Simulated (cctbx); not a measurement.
# Resonant diffraction in Zn7Bi6

Space group R-3m (no. 166), a = 5.5600 Å, b = 5.5600 Å, c = 30.2220 Å, α = 90.00°, β = 90.00°, γ = 120.00°.

| atom | mult. | x | y | z | Ueq (Å²) |
| --- | --- | --- | --- | --- | --- |
| Bi1 | 6 | 1/3 | 2/3 | 0.1220 | 0.0082 |
| Bi2 | 6 | 1/3 | 2/3 | 0.0187 | 0.0084 |
| Bi3 | 6 | 0 | 0 | 0.1646 | 0.0058 |
| Zn1 | 18 | 0.8322 | 0.1678 | 0.2566 | 0.0126 |
| Zn2 | 3 | 0 | 0 | 0 | 0.0108 |

The model is made up (kin elements in a known structure type, no relaxation), so it says nothing on whether the phase exists.

Calculated with cctbx: free-atom f′ and f″ from the Sasaki tables, no fine structure; amplitudes in electrons.

```csv
E (eV),F 2 0 2,F 2 1 4,F 0 0 3,F 0 2 1
12819,271.4,158.7,163.9,645.5
13169,271.3,148.9,156.0,636.0
13299,270.9,141.3,149.9,628.0
13359,270.4,134.0,144.1,620.0
13389,269.8,126.8,138.3,612.0
13404,269.2,119.6,132.5,604.0
13411,268.7,113.2,127.4,596.9
13415,268.1,106.3,121.9,589.2
13423,268.2,111.1,124.0,590.8
13427,268.9,118.8,130.4,600.0
13434,269.5,125.4,135.8,607.7
13449,270.2,132.6,141.7,616.2
13479,270.9,139.8,147.6,624.6
13569,271.9,149.2,155.3,635.7
13819,273.2,158.6,163.0,647.3
```

**Question.** Which edge is crossed, and why do the reflections move as they do?

The L3 edge of Bi. The edge is at 13419 eV. f′ of Bi falls from -12.2 e at 13299 eV to -18.6 e at 4 eV below it, and f″ steps from 3.96 to 10.11 e across it. Over that approach |F| changes by -1 % (2 0 2), -25 % (2 1 4), -19 % (0 0 3) and -6 % (0 2 1): a reflection falls where Bi scatters in phase with the total and rises where it scatters against it; it hardly moves where the Bi term is small or cancels by symmetry. Above the edge the larger f″ enters the imaginary part, where it can add to or cancel the other atoms' f″. The structure is centrosymmetric, so Friedel mates stay equal.

[Logs are printed without paths, hosts, clocks, repeated set-up lines and the standing remarks that a program may print on its own settings, such as how far it seeks lower states.]
